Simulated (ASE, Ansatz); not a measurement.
**Twisted Ti2CO2 MXene bilayer, 53.99° (910 atoms): support functions against a reference**

Aim: test how closely localised support functions follow the reference on twisted Ti2CO2 MXene bilayer, 53.99° (910 atoms), and at what cost. A setting counts as converged where the r.m.s. difference of forces stays under 1 % of the r.m.s. force.

Program: Ansatz 0.2.0. Level of theory: Kohn-Sham DFT, PBE+D4, PAW (set soft_2), plane waves. Results are calculated unless marked as measured.

## Step 1: The structure

The cell holds 910 atoms: 182 C, 364 Ti and 364 O. Cell: a = 28.904 Å, b = 28.904 Å, c = 23.800 Å, α = 90.0°, β = 90.0°, γ = 120.0°. It derives from Ti2CO2 (Ti2CO2 MXene). Ti2CO2 MXene (a = 3.03 Å) under Ti2CO2 MXene (a = 3.03 Å), bilayer, commensurate cell of 91 unit cells a layer, twist 53.99 deg; facing planes 2.92 Å apart; 12 Å of vacuum; layers as built, displaced by a Gaussian of 0.01 Å. Regions: layer 1, 455 atoms (91 C, 182 Ti and 182 O); layer 2, 455 atoms (91 C, 182 Ti and 182 O). Vacuum lies along c.

What the set-up can't give: Beside vacuum, support functions can miss their usual error bounds without a warning. The main run has no spin polarisation, so moments on Ti can't form in it, and no Hubbard term. Only the Γ point is sampled, in a cell whose shortest periodic width is 25 Å.

## Step 2: Plane-wave single point

The first run fixes the reference, at a cutoff of 420 eV.

Input file input.yaml:

```yaml
crystal:
  lattice:
    - [28.9044, 0.0, 0.0]
    - [-14.4522, 25.03194, 0.0]
    - [0.0, 0.0, 23.8]
  atoms:
    - { symbol: C, position: [0.01034, 0.82402, 0.34564] }
    - { symbol: Ti, position: [0.06901, 0.88623, 0.39995] }
    - { symbol: Ti, position: [0.07344, 0.82766, 0.29053] }
    - { symbol: O, position: [0.07353, 0.82844, 0.43861] }
    - { symbol: O, position: [0.07043, 0.88656, 0.25193] }
    - { symbol: C, position: [0.06584, 0.94598, 0.34513] }
    - { symbol: Ti, position: [0.1246, 0.00671, 0.40062] }
    - { symbol: Ti, position: [0.12801, 0.94839, 0.29059] }
    - { symbol: O, position: [0.12746, 0.94809, 0.43832] }
    - { symbol: O, position: [0.12458, 0.00726, 0.25146] }
    - { symbol: C, position: [0.0222, 0.64852, 0.34504] }
    - { symbol: Ti, position: [0.08008, 0.71086, 0.40042] }
    - { symbol: Ti, position: [0.08413, 0.6527, 0.29029] }
    - { symbol: O, position: [0.08387, 0.65218, 0.43908] }
    - { symbol: O, position: [0.08065, 0.7104, 0.25202] }
    - { symbol: C, position: [0.07721, 0.76936, 0.34595] }
    - { symbol: Ti, position: [0.1353, 0.83176, 0.39999] }
    - { symbol: Ti, position: [0.13863, 0.77295, 0.29092] }
    - { symbol: O, position: [0.13922, 0.77218, 0.43832] }
    - { symbol: O, position: [0.13625, 0.83165, 0.25282] }
    - { symbol: C, position: [0.13179, 0.89005, 0.3458] }
    - { symbol: Ti, position: [0.19038, 0.95246, 0.40011] }
    - { symbol: Ti, position: [0.19448, 0.89378, 0.29067] }
    - { symbol: O, position: [0.19373, 0.8939, 0.43896] }
    - { symbol: O, position: [0.19062, 0.95231, 0.25224] }
    - { symbol: C, position: [0.03361, 0.47292, 0.3454] }
    - { symbol: Ti, position: [0.0919, 0.53422, 0.40033] }
    - { symbol: Ti, position: [0.09584, 0.47641, 0.29048] }
    - { symbol: O, position: [0.09542, 0.47569, 0.43822] }
    - { symbol: O, position: [0.09205, 0.53503, 0.25195] }
    - { symbol: C, position: [0.08856, 0.59348, 0.34518] }
    - { symbol: Ti, position: [0.1463, 0.65534, 0.40078] }
    [... 872 atom lines left out ...]
    - { symbol: O, position: [0.12185, 0.96006, 0.56097] }
    - { symbol: C, position: [0.19621, 0.20613, 0.6548] }
    - { symbol: Ti, position: [0.13387, 0.14728, 0.7099] }
    - { symbol: Ti, position: [0.13805, 0.20968, 0.59979] }
    - { symbol: O, position: [0.13723, 0.21001, 0.74858] }
    - { symbol: O, position: [0.13454, 0.14781, 0.56121] }
kpoints:
  mp_grid: { grid: [1, 1, 1] }
hamiltonian:
  xc: pbe
  dispersion: d4
scf:
  occupations: { method: fermi_dirac, width: 0.05 }
output:
  forces: true
  populations: intrinsic
  dos:
    method: { smearing: { sigma: 0.1 } }
    de: 0.1
    projected: { site_lists: { C: [C], O: [O], Ti: [Ti] } }
  eigenvalues: true
```

Command:

```
> ansatz run input.yaml --threads 32 --pin off --max-ram 143360MiB --backend cuda --events-out ev --progress --plain --runs-dir out
```

Numbers of over 12 decimals in the logs are rounded to 6 here.

The log of the run:

```text
Engine: ansatz 0.2.0, aarch64-unknown-linux-gnu
Pseudopotentials: kind: paw
Pseudopotential: C, paw, valence charge 4, recommended cutoff 420 eV (normal), C.paw.azcp
Pseudopotential: Ti, paw, valence charge 12, recommended cutoff 420 eV (normal), Ti.paw.azcp
Pseudopotential: O, paw, valence charge 6, recommended cutoff 420 eV (normal), O.paw.azcp
[... 5 lines on functional and potentials left out ...]
device memory: the entry about to start is reckoned to put 153.4 GiB on a device that reports 182.5 GiB free
GPU FFT provider: cuFFT
GPU libraries: cuBLAS 13.8.1, cuFFT 12.4.0, cuSOLVER 12.3.2
GPU matrix products: emulated (plane waves: as basis.precision tells), large ones in fixed point in workspaces of 1.00 GiB
Crystal: 910 atoms, lattice volume = 17220.090 Å³
Basis set: ecut = 420 eV, 336745 PW (Γ), exchange–correlation on 400×400×320 points (8 copies of the dense FFT grid, shifted against one another)
Bands: 4550, of which v1, the nominal top of the filled ones, is band 3640 counted from 1 (3639 counted from 0)
Symmetry: 1 space group operations
Space group: P1 (ITA 1), of the structure as read, at distance tolerance 2.6e-4 Å
k-points: 1
[... 7 lines on functional and potentials left out ...]
Initial density: superposition of atomic densities (neutral atoms: chi_scale 0, normalization atom), corrected by the library's trained network
Initial wavefunctions: pseudopotential atomic-orbital guess
GPU buffer pool allocated for 6400000 grid points (all kernels)
GPU transforms: local potential and band sums: pruned to the plane-wave sphere, on 200×200×160
GPU projectors: on the FFT box's points about the atoms, with room for 7353892 of them (16 bands a pass); a geometry past the room, sums that fail their trial, or a want of GPU memory keeps the tables, and a block in half precision can take them where they are the faster
Functional: x = pbe(κ = 0.804, μ = 0.219515), c = pbe(β = 0.066725)
SCF iter   1: F=—  HF=-1163225.392771 eV  |F-HF|=—  |Δ(HF+E_count)|=         —  Δρ=5.06e-3  dr2=7.38e0  ethr=1.77e-3  ⟨swp⟩=7.0  Hψ=19383  notcnv=0  defer=12
preconditioner: auto → LDOS  [insulator: Δε(μ)=0.360 eV  Ē_g=8.650 eV  σ=0.050 eV  W_gap=0.94  n_scr=3784 (ndim 8)  ℏωp=18.7 eV  f_vac=0.433  D(μ)=12.13/eV (n_scr^D=8)  ε∞_Penn≈5.7  β→1.0]
SCF iter   2: F=—  HF=-1163227.320265 eV  |F-HF|=—  |Δ(HF+E_count)|=    1.93e0  Δρ=8.41e-3  dr2=2.08e1  ethr=1.01e-4  ⟨swp⟩=4.0  Hψ=9793  notcnv=0  defer=396
SCF iter   3: F=—  HF=-1163224.832348 eV  |F-HF|=—  |Δ(HF+E_count)|=    2.49e0  Δρ=4.39e-3  dr2=3.92e0  ethr=1.01e-4  ⟨swp⟩=4.0  Hψ=9754  notcnv=0  defer=396
SCF iter   4: F=—  HF=-1163224.181243 eV  |F-HF|=—  |Δ(HF+E_count)|=   6.51e-1  Δρ=5.25e-4  dr2=1.53e-1  ethr=5.38e-5  ⟨swp⟩=2.0  Hψ=6382  notcnv=0  defer=396
SCF iter   5: F=—  HF=-1163224.092166 eV  |F-HF|=—  |Δ(HF+E_count)|=   8.91e-2  Δρ=2.44e-4  dr2=1.60e-2  ethr=2.10e-6  ⟨swp⟩=4.0  Hψ=9200  notcnv=0  defer=396
SCF iter   6: F=—  HF=-1163224.130768 eV  |F-HF|=—  |Δ(HF+E_count)|=   3.86e-2  Δρ=5.71e-5  dr2=7.36e-4  ethr=2.19e-7  ⟨swp⟩=2.0  Hψ=5974  notcnv=0  defer=396
SCF iter   7: F=—  HF=-1163224.119095 eV  |F-HF|=—  |Δ(HF+E_count)|=   1.17e-2  Δρ=2.70e-5  dr2=2.64e-4  ethr=1.01e-8  ⟨swp⟩=3.0  Hψ=6523  notcnv=0  defer=396
SCF iter   8: F=—  HF=-1163224.119092 eV  |F-HF|=—  |Δ(HF+E_count)|=   3.64e-6  Δρ=7.86e-6  dr2=4.96e-5  ethr=3.63e-9  ⟨swp⟩=3.0  Hψ=5969  notcnv=0  defer=396
SCF iter   9: F=—  HF=-1163224.118551 eV  |F-HF|=—  |Δ(HF+E_count)|=   5.40e-4  Δρ=5.08e-6  dr2=3.00e-5  ethr=6.81e-10  ⟨swp⟩=3.0  Hψ=6521  notcnv=0  defer=396
SCF iter  10: F=—  HF=-1163224.118550 eV  |F-HF|=—  |Δ(HF+E_count)|=   1.06e-6  Δρ=2.84e-6  dr2=1.62e-5  ethr=4.12e-10  ⟨swp⟩=2.0  Hψ=5797  notcnv=0  defer=396
SCF iter  11: F=—  HF=-1163224.118549 eV  |F-HF|=—  |Δ(HF+E_count)|=   1.38e-6  Δρ=2.27e-6  dr2=4.93e-6  ethr=2.22e-10  ⟨swp⟩=2.0  Hψ=4767  notcnv=0  defer=396
SCF iter  12: F=—  HF=-1163224.118548 eV  |F-HF|=—  |Δ(HF+E_count)|=   5.38e-7  Δρ=1.64e-6  dr2=1.01e-6  ethr=6.77e-11  ⟨swp⟩=2.0  Hψ=5864  notcnv=0  defer=396
SCF iter  13: F=—  HF=-1163224.118548 eV  |F-HF|=—  |Δ(HF+E_count)|=   2.47e-7  Δρ=7.79e-7  dr2=1.48e-7  ethr=1.39e-11  ⟨swp⟩=3.0  Hψ=6652  notcnv=0  defer=396
SCF iter  14: F=-1163224.118548 eV  HF=-1163224.118548 eV  |F-HF|=3.19e-8  |Δ(HF+E_count)|=   3.28e-8  Δρ=2.65e-7  dr2=1.63e-8  ethr=1.37e-12  ⟨swp⟩=12.0  Hψ=15954  notcnv=0
SCF 1 converged in 14 iterations: F = -1163224.118548 eV  dr2 = 1.63e-8
  greatest PAW one-centre occupation: 0.999 electrons in one spin orbital (limit 2), on the Ti atom at site 106 (counted from 0), in its partial waves of l = 0
SCF converged after 14 iterations
Free energy (F): -1163224.118548 eV
Harris-Foulkes:  -1163224.118548 eV  (|F-HF|=3.19e-8)
Internal energy: -1163223.919610 eV  (E = F + TS)
E sigma→0 (E₀):  -1163224.019079 eV
Entropy (-TS):   -0.198938 eV (-0.219 meV/atom)
Fermi energy:    4.281709 eV
--- Per-component energies (eV) ---
  E_band       = -115986.748518
  E_kinetic    = 179090.379091
  E_local      = -5063653.231059  (includes V_loc(G=0)·N_el)
  E_nonlocal   = 23750.231039
  E_hartree    = 2455050.242735
  E_xc         = -71572.594961
  E_vxc        = -90153.710574  (∫ρ·V_xc dr)
  E_paw        = -456076.597953  (= ΣΔE_a)
  E_vpaw       = -75121.860351  (= ΣTr[D̂ρ^β])
  E_aug_tail   = 0.951278  (compensation charges beyond the density's cutoff)
  E_ewald      = 1770357.817380
  E_disp       = -171.117158  (pairwise vdW)
  E_smearing   = -0.198938  (= −TS)
  E_closure    = 0.000000  (closes the sum)
  Σ components = -1163224.118548   (vs F -1163224.118548, Δ=0.00e0)
--- Forces (eV/Å), atoms counted from 1 ---
[... 910 lines of forces left out ...]
  max |Σ_I F_I| component: 1.17e-4 eV/Å
--- Band table (eV) ---
[... left out ...]
--- intrinsic populations: 910 sites ---
  site symbol       q [e]
[... 910 lines, one an atom, left out ...]
  spilling = 0.000000 (of n_electrons = 7280.000000)
```

The job ended after 64 s (1 × NVIDIA GB200 with 32 threads of Arm Neoverse V2, shared host; peak memory 18 GiB; 3.6 min of CPU time).

The column dr2 measures how far the density is from self-consistency, as an energy; F and HF (Harris–Foulkes) agree once it is small.

That memory is the host's; the program planned up to 153 GiB on the GPU. Forces of this run were stored rounded, and per-atom blocks of the log weren't kept.

Read from the output:

* free energy: -1163224.1185 eV
* free energy per atom: -1278.2683 eV/atom
* SCF cycles: 14
* r.m.s. force component: 0.1819 eV/Å
* longest force: 0.7759 eV/Å
* Fermi energy: 4.282 eV
* spacing of highest filled and lowest empty level: 0.3282 eV
* levels partly filled by over 2 per cent: 6

Length of the force by element:

| element | coordination | atoms | mean length of the force (eV/Å) | spread | least | most |
| --- | --- | --- | --- | --- | --- | --- |
| C | all | 182 | 0.285 | 0.116 | 0.0274 | 0.596 |
| O | all | 364 | 0.282 | 0.121 | 0.031 | 0.657 |
| Ti | all | 364 | 0.299 | 0.132 | 0.0171 | 0.776 |

Intrinsic-atomic-orbital charges by element:

| element | coordination | atoms | mean charge (e) | spread | least | most |
| --- | --- | --- | --- | --- | --- | --- |
| C | all | 182 | -0.945 | 0.0024 | -0.952 | -0.938 |
| O | all | 364 | -0.639 | 0.0048 | -0.653 | -0.625 |
| Ti | all | 364 | 1.11 | 0.0041 | 1.10 | 1.13 |

States in the cell by windows of 1 eV, zero at the Fermi level; some projections on atomic orbitals stand beside the total:

```csv
from (eV),to (eV),total,O p,C p,C s
-18,-12,0.0,0.0,0.0,0.0
-12,-11,34.7,0.9,0.3,19.8
-11,-10,209.8,3.9,3.8,126.0
-10,-9,119.6,1.0,0.6,83.2
-9,-7,0.0,0.0,0.0,0.0
-7,-6,92.7,43.6,14.6,0.7
-6,-5,793.2,485.1,61.1,4.3
-5,-4,1248.8,836.4,96.6,11.0
-4,-3,285.5,119.3,70.6,2.5
-3,-2,448.1,127.1,178.1,2.0
-2,-1,365.4,96.7,157.7,0.7
-1,0,43.4,11.0,18.4,0.0
0,1,362.1,55.4,13.0,2.5
1,2,825.7,51.9,28.0,0.8
```

Between -26 and -18 eV lie 728 more states.

The stored curve holds about 4369 of the 7280 electrons; the rest, give or take the few that broadening carries across the Fermi level, lie in deeper levels below its range.

Not all projections were asked for or kept, so they needn't add up to the total.

The levels nearest the highest filled one (over half full), pooled over k-points and spins:

```csv
level less the highest filled one (eV),occupation
-0.650,2
-0.649,2
-0.0109,1.91
-0.0062,1.90
-0.0028,1.89
0,1.89
0.328,0.046
0.330,0.044
0.337,0.038
0.344,0.034
0.348,0.031
0.353,0.028
```

Mean intrinsic-atomic-orbital charges: C -0.94, O -0.64, Ti +1.11 e.

## Step 3: Local order

Bonds and neighbours are counted at the geometry of the runs.

Normalised to the volume that the atoms fill. g(r), total and by pair (bins of 0.2 Å):

| r (Å) | total | O-O | O-Ti | O-C | Ti-Ti | Ti-C | C-C |
| --- | --- | --- | --- | --- | --- | --- | --- |
| 1.90 | 2.63 | 0.00 | 8.20 | 0.00 | 0.00 | 0.00 | 0.00 |
| 2.10 | 1.95 | 0.00 | 0.22 | 0.00 | 0.00 | 11.75 | 0.00 |
| 2.30 | 0.33 | 0.00 | 0.00 | 0.00 | 0.00 | 2.06 | 0.00 |
| 2.50 | 0.00 | 0.00 | 0.00 | 0.00 | 0.00 | 0.00 | 0.00 |
| 2.70 | 0.04 | 0.00 | 0.00 | 0.26 | 0.00 | 0.00 | 0.00 |
| 2.90 | 1.35 | 0.27 | 0.00 | 7.95 | 0.16 | 0.00 | 0.22 |
| 3.10 | 3.39 | 7.30 | 0.00 | 0.00 | 10.31 | 0.00 | 14.10 |
| 3.30 | 0.04 | 0.25 | 0.00 | 0.00 | 0.00 | 0.00 | 0.00 |
| 3.50 | 0.43 | 0.26 | 1.21 | 0.00 | 0.00 | 0.00 | 0.00 |
| 3.70 | 1.49 | 0.23 | 2.17 | 0.00 | 0.00 | 4.72 | 0.00 |
| 3.90 | 0.10 | 0.23 | 0.19 | 0.00 | 0.00 | 0.00 | 0.00 |
| 4.10 | 0.71 | 0.20 | 0.21 | 3.83 | 0.00 | 0.00 | 0.00 |
| 4.30 | 0.36 | 0.21 | 0.19 | 0.00 | 1.69 | 0.00 | 0.00 |
| 4.50 | 0.10 | 0.19 | 0.20 | 0.00 | 0.03 | 0.00 | 0.00 |
| 4.70 | 2.46 | 1.57 | 6.17 | 0.00 | 0.05 | 1.48 | 0.00 |
| 4.90 | 0.80 | 0.23 | 0.17 | 0.00 | 0.19 | 4.20 | 0.00 |
| 5.10 | 0.92 | 0.17 | 0.17 | 5.10 | 0.17 | 0.00 | 0.01 |
| 5.30 | 1.48 | 2.54 | 0.16 | 0.33 | 4.87 | 0.00 | 4.76 |
| 5.50 | 0.15 | 0.16 | 0.16 | 0.30 | 0.15 | 0.00 | 0.00 |
| 5.70 | 0.31 | 1.19 | 0.15 | 0.30 | 0.16 | 0.00 | 0.00 |
| 5.90 | 0.14 | 0.15 | 0.15 | 0.31 | 0.15 | 0.00 | 0.00 |
| 6.10 | 0.89 | 1.92 | 0.15 | 0.27 | 1.93 | 0.22 | 3.57 |
| 6.30 | 1.24 | 0.40 | 3.35 | 0.27 | 0.13 | 0.27 | 0.00 |
| 6.50 | 0.94 | 1.47 | 0.29 | 0.27 | 0.13 | 3.43 | 0.00 |
| 6.70 | 0.68 | 0.13 | 0.26 | 3.19 | 0.16 | 0.26 | 0.00 |
| 6.90 | 0.49 | 0.13 | 0.48 | 0.26 | 1.50 | 0.26 | 0.00 |
| 7.10 | 0.97 | 0.13 | 2.00 | 0.25 | 0.12 | 1.54 | 0.00 |
| 7.30 | 0.40 | 0.16 | 0.24 | 1.45 | 0.16 | 0.23 | 0.10 |

Bonds by pair of elements; cutoffs follow the first minimum of g(r), held within bounds set by covalent radii, and pairs that aren't listed don't count as bonded:

```
pair A-B  cutoff (Å)  bonds  mean length (Å)  spread (Å)  shortest (Å)  B about A  A about B
    O-Ti        2.64   1092             1.97       0.014          1.93          3          3
    Ti-C        2.64   1092             2.19       0.014          2.14          3          6
```

How many atoms have how many bonded neighbours:

```
element  mean    3    6
      C     6    0  182
      O     3  364    0
     Ti     6    0  364
```

Bond angles, per cent of each kind in bins of 5°:

| angle (°) | C-Ti-O | Ti-C-Ti | C-Ti-C | O-Ti-O | Ti-O-Ti |
| --- | --- | --- | --- | --- | --- |
| 80–85 | 12.0 | 0.0 | 0.0 | 0.0 | 0.0 |
| 85–90 | 54.6 | 40.0 | 100.0 | 0.0 | 0.0 |
| 90–95 | 0.0 | 40.0 | 0.0 | 0.0 | 0.0 |
| 95–100 | 0.0 | 0.0 | 0.0 | 26.7 | 27.9 |
| 100–105 | 0.0 | 0.0 | 0.0 | 73.3 | 72.1 |
| 105–110 | 0.0 | 0.0 | 0.0 | 0.0 | 0.0 |
| 110–115 | 0.0 | 0.0 | 0.0 | 0.0 | 0.0 |
| 115–120 | 0.0 | 0.0 | 0.0 | 0.0 | 0.0 |
| 120–125 | 0.0 | 0.0 | 0.0 | 0.0 | 0.0 |
| 125–130 | 0.0 | 0.0 | 0.0 | 0.0 | 0.0 |
| 130–135 | 0.0 | 0.0 | 0.0 | 0.0 | 0.0 |
| 135–140 | 0.0 | 0.0 | 0.0 | 0.0 | 0.0 |
| 140–145 | 0.0 | 0.0 | 0.0 | 0.0 | 0.0 |
| 145–150 | 0.0 | 0.0 | 0.0 | 0.0 | 0.0 |
| 150–155 | 0.0 | 0.0 | 0.0 | 0.0 | 0.0 |
| 155–160 | 0.0 | 0.0 | 0.0 | 0.0 | 0.0 |
| 160–165 | 0.0 | 0.0 | 0.0 | 0.0 | 0.0 |
| 165–170 | 5.1 | 0.0 | 0.0 | 0.0 | 0.0 |
| 170–175 | 28.3 | 0.0 | 0.0 | 0.0 | 0.0 |
| 175–180 | 0.0 | 20.0 | 0.0 | 0.0 | 0.0 |

Bond angles (no mean is given where the spread exceeds 20°):

| angle | count | mean (°) | spread (°) |
| --- | --- | --- | --- |
| C-Ti-O | 3276 | - | - |
| Ti-C-Ti | 2730 | - | - |
| C-Ti-C | 1092 | 87.8 | 0.5 |
| O-Ti-O | 1092 | 100 | 0.6 |
| Ti-O-Ti | 1092 | 100 | 0.6 |

By these cutoffs all C atoms have 6, all O atoms have 3 and all Ti atoms have 6 bonded neighbours.

(Continued in part 2 of 2.)

[Logs are printed without paths, hosts, clocks, repeated set-up lines and the standing remarks that a program may print on its own settings, such as how far it seeks lower states.]

[Hosts, paths, dates, database ids (printed as entryN), source tags and the programs' standing remarks are cut or masked in the printed files.]
